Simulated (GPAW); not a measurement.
# A 8-layer slab of K(100): work function by functional and basis

Wanted: work functions and dipole of a 8-layer slab of K(100), with the cost of each level.

Main program and level: GPAW 26.7.0; GPAW, PAW setups; slab in vacuum, relaxation, in the first sound run; inputs show where later runs differ.

Most raw output is cut from this account.

**1. The structure**

The cell holds 8 atoms: 8 K. Its edges and angles: a = 5.230 Å, b = 5.230 Å, c = 32.305 Å, α = 90.0°, β = 90.0°, γ = 90.0°. Vacuum lies along c.

As a file:

```
K
1.0
     5.23000    0.00000    0.00000
     0.00000    5.23000    0.00000
     0.00000    0.00000   32.30500
K
8
Direct
  0.50000 0.50000 0.21668
  0.00000 0.00000 0.29763
  0.50000 0.50000 0.37858
  0.00000 0.00000 0.45953
  0.50000 0.50000 0.54047
  0.00000 0.00000 0.62142
  0.50000 0.50000 0.70237
  0.00000 0.00000 0.78332
```

**2. Relaxing the atoms**

The atoms are relaxed first, since the surface dipole, and with it the work function, follows the positions of the outer layers. The lowest 4 atoms are held at bulk positions and keep their forces.

Input file run.py:

```python
import json
import numpy as np
from ase import Atoms
from ase.constraints import FixAtoms
from ase.optimize import BFGS
from gpaw import GPAW, PW

slab = Atoms(
    ['K', 'K', 'K', 'K', 'K', 'K', 'K', 'K'],
    positions=[
        [2.61500, 2.61500, 7.00000],
        [0.00000, 0.00000, 9.61500],
        [2.61500, 2.61500, 12.23000],
        [0.00000, 0.00000, 14.84500],
        [2.61500, 2.61500, 17.46000],
        [0.00000, 0.00000, 20.07500],
        [2.61500, 2.61500, 22.69000],
        [0.00000, 0.00000, 25.30500]],
    cell=[[5.23, 0.0, 0.0], [0.0, 5.23, 0.0], [0.0, 0.0, 32.305]],
    pbc=[True, True, False])

slab.calc = GPAW(mode=PW(400), xc='PBE', kpts={'size': (6, 6, 1), 'gamma': True},
                 occupations={'name': 'fermi-dirac', 'width': 0.1}, nbands='160%',
                 convergence={'density': 1e-05}, maxiter=200,
                 poissonsolver={'dipolelayer': 'xy'},
                 symmetry={'tolerance': 1e-3, 'extra_ids': [1, 1, 1, 1, 0, 0, 0, 0]}, txt='slab.txt')
result = {}
slab.set_constraint(FixAtoms([0, 1, 2, 3]))
path = []
opt = BFGS(slab, maxstep=0.2)
opt.attach(lambda: path.append((slab.get_potential_energy(), slab.positions.tolist(), slab.get_forces().tolist())))
result['relaxed'] = bool(opt.run(fmax=0.03, steps=40))
result['path'] = path
energy = slab.get_potential_energy()
fermi = slab.calc.get_fermi_level()
v = slab.calc.get_electrostatic_potential().mean((0, 1)) - fermi
n = slab.calc.get_pseudo_density().mean((0, 1))
L = slab.cell[2, 2]
z = np.arange(len(v)) * L / len(v)
low, high = slab.positions[:, 2].min(), slab.positions[:, 2].max()
below, above = np.interp([low - 4.8, high + 4.8], z, v)
slopes = [np.interp(x, z, np.gradient(v, z)) for x in (low - 4.8, high + 4.8)]
eps = np.array([[slab.calc.get_eigenvalues(k, s) for k in range(len(slab.calc.get_ibz_k_points()))]
                for s in range(slab.calc.get_number_of_spins())]) - fermi
top, bottom = eps[eps < 0].max(), eps[eps > 0].min()
dipole = slab.get_dipole_moment()[2]
print(f'energy {energy:.4f} eV, Fermi level {fermi:.4f} eV, dipole {dipole:.5f} e A')
print(f'potential 4.8 A off the faces, from the Fermi level: lower {below:.4f} eV, upper {above:.4f} eV')
print(f'slope of the potential there: lower {slopes[0]:.5f}, upper {slopes[1]:.5f} eV/A')
print(f'nearest levels on the mesh: {top:.4f} and {bottom:.4f} eV')
print('magnetic moment', round(slab.get_magnetic_moment(), 3))
result.update(energy=energy, fermi=fermi, dipole=dipole, below=below, above=above, slopes=slopes, edges=[top, bottom],
              z=z.tolist(), v=v.tolist(), n=n.tolist(), positions=slab.positions.tolist(),
              forces=slab.get_forces(apply_constraint=False).tolist(), moments=slab.get_magnetic_moments().tolist())
json.dump(result, open('result.json', 'w'))
```

Launch:

```sh
$ OMP_NUM_THREADS=1 OPENBLAS_NUM_THREADS=1 python run.py
```

The job ended after 2.4 min (1 thread of Intel Xeon 6975P-C (Granite Rapids), shared host; peak memory 0.51 GiB).

This step gave:

```yaml
dipole_along_the_normal: 1.75e-5 e·Å
levels_nearest_the_fermi_level_on_the_mesh: -0.05262, 0.02177 eV from the Fermi level
upper_work_function: 2.237 eV
lower_work_function: 2.237 eV
```

The electrostatic potential energy of an electron (without an applied field's), less the Fermi level, planar mean oscillates, so the rows of the table below give means over windows of 2.58 Å about each position, cut where the curve ends. Its maxima inside the range that stand out by 2 % of the span (Å: eV): 8.3: 0.921, 10.9: 0.903, 13.6: 0.913, 16.2: 0.926, 18.7: 0.913, 21.4: 0.903, 24.0: 0.921. Its minima: 7.0: -4.81, 9.6: -4.62, 12.3: -4.61, 14.9: -4.66, 17.4: -4.66, 20.0: -4.61, 22.7: -4.62, 25.3: -4.81.

Table of electrostatic potential energy of an electron (without an applied field's), less the Fermi level, planar mean by z; means over each step:

```tsv
z (Å)	electrostatic potential energy of an electron (without an applied field's), less the Fermi level, planar mean (eV)
1.29	2.24
3.87	2.13
6.45	-0.963
9.03	-1.11
11.61	-1.12
14.19	-1.12
16.77	-1.11
19.35	-1.11
21.93	-1.10
24.51	-1.16
27.09	1.41
29.67	2.22
```

The pseudo valence density, planar mean oscillates, so the rows of the table below give means over windows of 2.58 Å about each position, cut where the curve ends. Its maxima inside the range that stand out by 2 % of the span (Å: e/Å³): 7.1: 0.278, 9.7: 0.285, 12.3: 0.289, 14.9: 0.291, 17.4: 0.291, 20.0: 0.289, 22.6: 0.285, 25.2: 0.278. Its minima: 8.4: 0.0265, 11.0: 0.0249, 13.6: 0.0247, 16.2: 0.0248, 18.7: 0.0247, 21.3: 0.0249, 23.9: 0.0265.

Table of pseudo valence density, planar mean by z; means over each step:

```tsv
z (Å)	pseudo valence density, planar mean (e/Å³)
1.29	3.0e-5
3.87	0.00128
6.45	0.117
9.03	0.127
11.61	0.126
14.19	0.126
16.77	0.126
19.35	0.126
21.93	0.126
24.51	0.125
27.09	0.0204
29.67	2.3e-4
```

The starting forces already met the threshold, so no step was taken. The largest force left on a free atom is 0.024 eV/Å.

**3. The slab's potential**

The work function is the vacuum plateau of the electrostatic potential less the Fermi level; a dipole layer lets the two faces have plateaus of their own.

This step: GPAW, PAW setups; slab in vacuum (GPAW 26.7.0).

run.py, as its differences from that of step 2:

```diff
@@ -3,4 +3,2 @@
 from ase import Atoms
-from ase.constraints import FixAtoms
-from ase.optimize import BFGS
 from gpaw import GPAW, PW
@@ -25,10 +23,4 @@
                  poissonsolver={'dipolelayer': 'xy'},
-                 symmetry={'tolerance': 1e-3, 'extra_ids': [1, 1, 1, 1, 0, 0, 0, 0]}, txt='slab.txt')
+                 symmetry={'tolerance': 1e-3}, txt='slab.txt')
 result = {}
-slab.set_constraint(FixAtoms([0, 1, 2, 3]))
-path = []
-opt = BFGS(slab, maxstep=0.2)
-opt.attach(lambda: path.append((slab.get_potential_energy(), slab.positions.tolist(), slab.get_forces().tolist())))
-result['relaxed'] = bool(opt.run(fmax=0.03, steps=40))
-result['path'] = path
 energy = slab.get_potential_energy()
```

Wall time 2.6 min (1 thread); peak memory 0.5 GiB.

The electrostatic potential energy of an electron (without an applied field's), less the Fermi level, planar mean oscillates, so the rows of the table below give means over windows of 2.58 Å about each position, cut where the curve ends. Its maxima inside the range that stand out by 2 % of the span (Å: eV): 8.3: 0.921, 10.9: 0.903, 13.6: 0.913, 16.2: 0.926, 18.7: 0.913, 21.4: 0.903, 24.0: 0.921. Its minima: 7.0: -4.81, 9.6: -4.62, 12.3: -4.61, 14.9: -4.66, 17.4: -4.66, 20.0: -4.61, 22.7: -4.62, 25.3: -4.81.

Table of electrostatic potential energy of an electron (without an applied field's), less the Fermi level, planar mean by z; means over each step:

(Unchanged from step 2.)

The pseudo valence density, planar mean oscillates, so the rows of the table below give means over windows of 2.58 Å about each position, cut where the curve ends. Its maxima inside the range that stand out by 2 % of the span (Å: e/Å³): 7.1: 0.278, 9.7: 0.285, 12.3: 0.289, 14.9: 0.291, 17.4: 0.291, 20.0: 0.289, 22.6: 0.285, 25.2: 0.278. Its minima: 8.4: 0.0265, 11.0: 0.0249, 13.6: 0.0247, 16.2: 0.0248, 18.7: 0.0247, 21.3: 0.0249, 23.9: 0.0265.

The pseudo valence density, planar mean by z; means over each step:

```tsv
z (Å)	pseudo valence density, planar mean (e/Å³)
1.29	3.0e-5
3.87	0.00128
6.45	0.117
9.03	0.127
11.61	0.126
14.19	0.126
16.77	0.126
19.35	0.126
21.93	0.126
24.51	0.125
27.09	0.0204
29.67	2.3e-4
```

The potential is flat to 0.008 eV/Å where it is read, so the vacuum is wide enough.

**4. Self-consistent run: xc = "LDA"**

The same geometry under LDA, to see how far the functional moves the levels against the vacuum.

run.py, as its differences from that of step 3:

```diff
@@ -19,3 +19,3 @@
 
-slab.calc = GPAW(mode=PW(400), xc='PBE', kpts={'size': (6, 6, 1), 'gamma': True},
+slab.calc = GPAW(mode=PW(400), xc='LDA', kpts={'size': (6, 6, 1), 'gamma': True},
                  occupations={'name': 'fermi-dirac', 'width': 0.1}, nbands='160%',
```

Elapsed: 2.9 min, on 1 thread; peak memory 0.5 GiB.

Numbers from this step:

- dipole along the normal: 1.69e-6 e·Å
- levels nearest the Fermi level on the mesh: -0.05431, 0.01990 eV from the Fermi level
- upper work function: 2.359 eV
- lower work function: 2.359 eV

The electrostatic potential energy of an electron (without an applied field's), less the Fermi level, planar mean oscillates, so the rows of the table below give means over windows of 2.58 Å about each position, cut where the curve ends. Its maxima inside the range that stand out by 2 % of the span (Å: eV): 8.3: 1.14, 10.9: 1.12, 13.6: 1.13, 16.2: 1.14, 18.7: 1.13, 21.4: 1.12, 24.0: 1.14. Its minima: 7.0: -4.65, 9.6: -4.44, 12.3: -4.42, 14.9: -4.47, 17.4: -4.47, 20.0: -4.42, 22.7: -4.44, 25.3: -4.65.

Table of electrostatic potential energy of an electron (without an applied field's), less the Fermi level, planar mean by z; means over each step:

```tsv
z (Å)	electrostatic potential energy of an electron (without an applied field's), less the Fermi level, planar mean (eV)
1.29	2.36
3.87	2.26
6.45	-0.807
9.03	-0.912
11.61	-0.920
14.19	-0.919
16.77	-0.911
19.35	-0.910
21.93	-0.905
24.51	-0.973
27.09	1.55
29.67	2.35
```

The pseudo valence density, planar mean oscillates, so the rows of the table below give means over windows of 2.58 Å about each position, cut where the curve ends. Its maxima inside the range that stand out by 2 % of the span (Å: e/Å³): 7.1: 0.278, 9.7: 0.285, 12.3: 0.289, 14.9: 0.291, 17.4: 0.291, 20.0: 0.289, 22.6: 0.285, 25.2: 0.278. Its minima: 8.4: 0.0270, 11.0: 0.0253, 13.6: 0.0252, 16.2: 0.0252, 18.7: 0.0252, 21.3: 0.0253, 23.9: 0.0270.

Pseudo valence density, planar mean against z; means over each step:

```tsv
z (Å)	pseudo valence density, planar mean (e/Å³)
1.29	2.7e-5
3.87	0.00125
6.45	0.117
9.03	0.127
11.61	0.126
14.19	0.126
16.77	0.126
19.35	0.126
21.93	0.126
24.51	0.125
27.09	0.0204
29.67	2.2e-4
```

Force by atom:

```tsv
atom	x (eV/Å)	y (eV/Å)	z (eV/Å)	size
K1	0.0000	0.0000	0.0608	0.0608
K2	0.0000	0.0000	0.0131	0.0131
K3	0.0000	0.0000	-0.0048	0.0048
K4	0.0000	0.0000	0.0008	0.0008
K5	0.0000	0.0000	-0.0005	0.0005
K6	0.0000	0.0000	0.0049	0.0049
K7	0.0000	0.0000	-0.0131	0.0131
K8	0.0000	0.0000	-0.0608	0.0608
```

The upper face's work function is 2.359 eV, against 2.237 eV in the first plane-wave PBE run at this geometry.

**5. Self-consistent run: xc = "vdW-DF2"**

The same geometry under vdW-DF2, to see how far the functional moves the levels against the vacuum (the van der Waals functionals take revPBE setups).

run.py, as its differences from that of step 4:

```diff
@@ -19,3 +19,3 @@
 
-slab.calc = GPAW(mode=PW(400), xc='LDA', kpts={'size': (6, 6, 1), 'gamma': True},
+slab.calc = GPAW(mode=PW(400), xc='vdW-DF2', kpts={'size': (6, 6, 1), 'gamma': True},
                  occupations={'name': 'fermi-dirac', 'width': 0.1}, nbands='160%',
```

Run time: 6.3 min. Hardware: 1 thread; peak memory 0.96 GiB.

This step gave:

```
dipole along the normal                    : 6.97e-5 e·Å
levels nearest the Fermi level on the mesh : -0.05428, 0.02405 eV from the Fermi level
upper work function                        : 2.560 eV
lower work function                        : 2.560 eV
```

The upper face's work function is 2.560 eV, against 2.237 eV in the first plane-wave PBE run at this geometry.

**6. Self-consistent run: xc = "revPBE"**

The same geometry under revPBE, to see how far the functional moves the levels against the vacuum.

run.py, as its differences from that of step 5:

```diff
@@ -19,3 +19,3 @@
 
-slab.calc = GPAW(mode=PW(400), xc='vdW-DF2', kpts={'size': (6, 6, 1), 'gamma': True},
+slab.calc = GPAW(mode=PW(400), xc='revPBE', kpts={'size': (6, 6, 1), 'gamma': True},
                  occupations={'name': 'fermi-dirac', 'width': 0.1}, nbands='160%',
```

It took 2.6 min on 1 thread; peak memory 0.51 GiB.

Numbers from this step:

| Property | Result |
| --- | --- |
| dipole along the normal | -2.19e-5 e·Å |
| levels nearest the Fermi level on the mesh | -0.05157, 0.02255 eV from the Fermi level |
| upper work function | 2.156 eV |
| lower work function | 2.156 eV |

The electrostatic potential energy of an electron (without an applied field's), less the Fermi level, planar mean oscillates, so the rows of the table below give means over windows of 2.58 Å about each position, cut where the curve ends. Its maxima inside the range that stand out by 2 % of the span (Å: eV): 8.3: 0.804, 10.9: 0.786, 13.6: 0.795, 16.2: 0.809, 18.7: 0.795, 21.4: 0.786, 24.0: 0.804. Its minima: 7.0: -4.91, 9.6: -4.72, 12.3: -4.71, 14.9: -4.76, 17.4: -4.76, 20.0: -4.71, 22.7: -4.72, 25.3: -4.91.

Table of electrostatic potential energy of an electron (without an applied field's), less the Fermi level, planar mean by z; means over each step:

```tsv
z (Å)	electrostatic potential energy of an electron (without an applied field's), less the Fermi level, planar mean (eV)
1.29	2.16
3.87	2.05
6.45	-1.05
9.03	-1.22
11.61	-1.23
14.19	-1.23
16.77	-1.22
19.35	-1.22
21.93	-1.21
24.51	-1.27
27.09	1.32
29.67	2.14
```

The upper face's work function is 2.156 eV, against 2.237 eV in the first plane-wave PBE run at this geometry.

**7. Self-consistent run: xc = "RPBE"**

The same geometry under RPBE, to see how far the functional moves the levels against the vacuum.

run.py, as its differences from that of step 6:

```diff
@@ -19,3 +19,3 @@
 
-slab.calc = GPAW(mode=PW(400), xc='revPBE', kpts={'size': (6, 6, 1), 'gamma': True},
+slab.calc = GPAW(mode=PW(400), xc='RPBE', kpts={'size': (6, 6, 1), 'gamma': True},
                  occupations={'name': 'fermi-dirac', 'width': 0.1}, nbands='160%',
```

Elapsed: 2.9 min, on 1 thread; peak memory 0.5 GiB.

This step gave:

| Property | Result |
| --- | --- |
| dipole along the normal | 2.77e-5 e·Å |
| levels nearest the Fermi level on the mesh | -0.05141, 0.02306 eV from the Fermi level |
| upper work function | 2.171 eV |
| lower work function | 2.171 eV |

The electrostatic potential energy of an electron (without an applied field's), less the Fermi level, planar mean oscillates, so the rows of the table below give means over windows of 2.58 Å about each position, cut where the curve ends. Its maxima inside the range that stand out by 2 % of the span (Å: eV): 8.3: 0.786, 10.9: 0.769, 13.6: 0.778, 16.2: 0.791, 18.7: 0.778, 21.4: 0.769, 24.0: 0.786. Its minima: 7.0: -4.92, 9.6: -4.74, 12.3: -4.73, 14.9: -4.78, 17.4: -4.78, 20.0: -4.73, 22.7: -4.74, 25.3: -4.92.

The electrostatic potential energy of an electron (without an applied field's), less the Fermi level, planar mean by z; means over each step:

z (Å), electrostatic potential energy of an electron (without an applied field's), less the Fermi level, planar mean (eV) and a bar from the least value:
```
     1.29       2.17 ##############################
     3.87       2.06 #############################
     6.45      -1.06 ##
     9.03      -1.24 
    11.61      -1.25 
    14.19      -1.24 
    16.77      -1.24 
    19.35      -1.24 
    21.93      -1.23 
    24.51      -1.28 
    27.09       1.33 #######################
    29.67       2.16 ##############################
```

The upper face's work function is 2.171 eV, against 2.237 eV in the first plane-wave PBE run at this geometry.

**8. OptPBE vdW: xc = "optPBE-vdW"**

The same geometry under optPBE-vdW, to see how far the functional moves the levels against the vacuum (the van der Waals functionals take revPBE setups).

run.py, as its differences from that of step 7:

```diff
@@ -19,3 +19,3 @@
 
-slab.calc = GPAW(mode=PW(400), xc='RPBE', kpts={'size': (6, 6, 1), 'gamma': True},
+slab.calc = GPAW(mode=PW(400), xc='optPBE-vdW', kpts={'size': (6, 6, 1), 'gamma': True},
                  occupations={'name': 'fermi-dirac', 'width': 0.1}, nbands='160%',
```

Run time: 3.4 min. Hardware: 1 thread; peak memory 0.96 GiB.

This step gave:

```yaml
dipole_along_the_normal: -5.00e-5 e·Å
levels_nearest_the_fermi_level_on_the_mesh: -0.05292, 0.02379 eV from the Fermi level
upper_work_function: 2.418 eV
lower_work_function: 2.417 eV
```

The electrostatic potential energy of an electron (without an applied field's), less the Fermi level, planar mean oscillates, so the rows of the table below give means over windows of 2.58 Å about each position, cut where the curve ends. Its maxima inside the range that stand out by 2 % of the span (Å: eV): 8.3: 0.950, 10.9: 0.941, 13.6: 0.958, 16.2: 0.973, 18.7: 0.958, 21.4: 0.941, 24.0: 0.950. Its minima: 7.0: -4.77, 9.6: -4.59, 12.3: -4.56, 14.9: -4.61, 17.4: -4.61, 20.0: -4.56, 22.7: -4.59, 25.3: -4.77.

The electrostatic potential energy of an electron (without an applied field's), less the Fermi level, planar mean by z; means over each step:

z (Å), electrostatic potential energy of an electron (without an applied field's), less the Fermi level, planar mean (eV) and a bar from the least value:
```
     1.29       2.43 ##############################
     3.87       2.27 #############################
     6.45      -0.91 ##
     9.03      -1.08 
    11.61      -1.07 
    14.19      -1.07 
    16.77      -1.06 #
    19.35      -1.06 #
    21.93      -1.07 #
    24.51      -1.13 
    27.09       1.50 ######################
    29.67       2.40 ##############################
```

The upper face's work function is 2.418 eV, against 2.237 eV in the first plane-wave PBE run at this geometry.

(Part 1 of 2 ends here.)

[Logs are printed without paths, hosts, clocks, repeated set-up lines and the standing remarks that a program may print on its own settings, such as how far it seeks lower states.]

[Hosts, paths, dates, database ids (printed as entryN), source tags and the programs' standing remarks are cut or masked in the printed files.]
